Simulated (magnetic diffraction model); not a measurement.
# Magnetic neutron pattern of Ce2W2S9

Space group P-1 (no. 2), a = 8.5420 Å, b = 8.6070 Å, c = 9.0890 Å, α = 70.30°, β = 85.72°, γ = 82.89°.

```
site  atom       x       y       z
  2i     W  0.7242  0.2638  0.9435
  2i     W  0.1618  0.2053  0.6398
  2i    Ce  0.8540  0.7378  0.8491
  2i    Ce  0.3778  0.7249  0.6168
  2i     S  0.5032  0.7752  0.9057
  2i     S  0.1478  0.9361  0.7990
  2i     S  0.1834  0.5759  0.9058
  2i     S  0.6641  0.4985  0.7522
  2i     S  0.0321  0.2700  0.8550
  2i     S  0.7254  0.0755  0.8282
  2i     S  0.6801  0.9162  0.5305
  2i     S  0.3625  0.3650  0.6238
  2i     S  0.0406  0.7003  0.5349
```

The compound is invented for this exercise: a known structure type with other elements, its cell scaled to their sizes and not relaxed.

Only Ce is taken to order (form factors of Ce3+); orders and moment sizes are assumed, and not adapted to the symmetry. Radiation: neutrons of λ = 1.909 Å, 3° to 30°; isotropic B of 0.12 Å² (W), 0.15 Å² (Ce) and 0.19 Å² (S). The intensities are simulated: I ∝ L Σ (|F_N|² + |F_M⊥|²) for unpolarised neutrons, with F_M = 2.695 fm/μB × Σ f(s) S exp(2πi Q·r) exp(−B s²) at Q = H ± k (one set where k and −k are equivalent), only the part normal to Q counting and L = 1/(sin²θ cos θ). For collinear order S is the moment m, which repeats by lattice and centring translations R with the sign exp(−2πi k·R). Form factors are spin-only for 3d ions and dipole or tabulated for f ions, scattering lengths are Sears's of 1992, and absorption is left out. A label names one of the reflections at its angle. The strongest nuclear line in the range is 100, and lines under 0.2 are left out.

Assume the order k = (0 1/2 1/2), collinear moments along [010], 1.3 μB on Ce; signs + at (0.8540, 0.7378, 0.8491), + at (0.3778, 0.7249, 0.6168), + at (0.6222, 0.2751, 0.3832), + at (0.1460, 0.2622, 0.1509).

Predict the pattern, nuclear and magnetic parts apart.

| 2θ (°) | index | nuclear | magnetic |
| --- | --- | --- | --- |
| 7.63 | (0 1/2 1/2) | 0.0 | 0.7 |
| 10.77 | (0 1/2 -1/2) | 0.0 | 60.7 |
| 12.82 | (0 0 1) | 5.0 | 0.0 |
| 12.94 | (1 0 0) | 5.1 | 0.0 |
| 13.61 | (0 1 0) | 0.6 | 0.0 |
| 14.20 | (1 1/2 1/2) | 0.0 | 1.5 |
| 15.30 | (0 1 1) | 5.7 | 0.0 |
| 15.83 | (-1 1/2 1/2) | 0.0 | 4.4 |
| 16.48 | (1 1/2 -1/2) | 0.0 | 3.5 |
| 17.24 | (1 -1/2 1/2) | 0.0 | 1.4 |
| 17.80 | (1 1 0) | 3.5 | 0.0 |
| 17.92 | (1 0 1) | 8.7 | 0.0 |
| 18.18 | (0 1/2 3/2) | 0.0 | 5.8 |
| 18.57 | (1 0 -1) | 1.5 | 0.0 |
| 18.82 | (1 1 1) | 41.4 | 0.0 |
| 19.30 | (0 3/2 1/2) | 0.0 | 0.4 |
| 21.29 | (-1 1 1) | 10.1 | 0.0 |
| 21.54 | (1 1/2 3/2) | 0.0 | 13.1 |
| 21.92 | (1 3/2 1/2) | 0.0 | 0.5 |
| 23.19 | (-1 1/2 3/2) | 0.0 | 5.9 |
| 24.62 | (-1 3/2 1/2) | 0.0 | 0.6 |
| 24.78 | (1 1 -1) | 0.8 | 0.0 |
| 24.86 | (0 1 2) | 3.3 | 0.0 |
| 25.05 | (1 3/2 3/2) | 0.0 | 0.9 |
| 25.80 | (0 0 2) | 1.1 | 0.0 |
| 25.81 | (1 -1 1) | 32.3 | 0.0 |
| 25.89 | (1 3/2 -1/2) | 0.0 | 0.3 |
| 26.03 | (1 1/2 -3/2) | 0.0 | 7.2 |
| 26.05 | (2 0 0) | 31.0 | 0.0 |
| 26.07 | (1 -1/2 3/2) | 0.0 | 3.9 |
| 26.24 | (2 1/2 1/2) | 0.0 | 14.1 |
| 26.99 | (1 1 2) | 4.6 | 0.0 |
| 27.41 | (0 2 0) | 100.0 | 0.0 |
| 27.69 | (1 2 1) | 4.5 | 0.0 |
| 27.80 | (1 -3/2 1/2) | 0.0 | 0.2 |
| 27.90 | (-1 3/2 3/2) | 0.0 | 5.2 |
| 28.09 | (-2 1/2 1/2) | 0.0 | 10.1 |
| 28.17 | (2 1 0) | 49.4 | 0.0 |
| 28.54 | (1 0 2) | 82.2 | 0.0 |
| 28.63 | (2 1 1) | 0.9 | 0.0 |
| 29.12 | (1 2 0) | 9.7 | 0.0 |
| 29.22 | (-1 1 2) | 37.6 | 0.0 |
| 29.38 | (1 0 -2) | 43.0 | 0.0 |
| 29.55 | (2 0 -1) | 14.4 | 0.0 |

The strongest magnetic line in the range is (0 1/2 -1/2) at 10.77° (60.7). On top of the Lorentz factor, which all lines share, magnetic lines fade with angle because f falls: for Ce3+ it is 0.96, 0.86, 0.71 and 0.43 at sin θ/λ = 0.1, 0.2, 0.3 and 0.5 Å⁻¹, while nuclear lengths stay constant. The order has no net moment.

[Logs are printed without paths, hosts, clocks, repeated set-up lines and the standing remarks that a program may print on its own settings, such as how far it seeks lower states.]
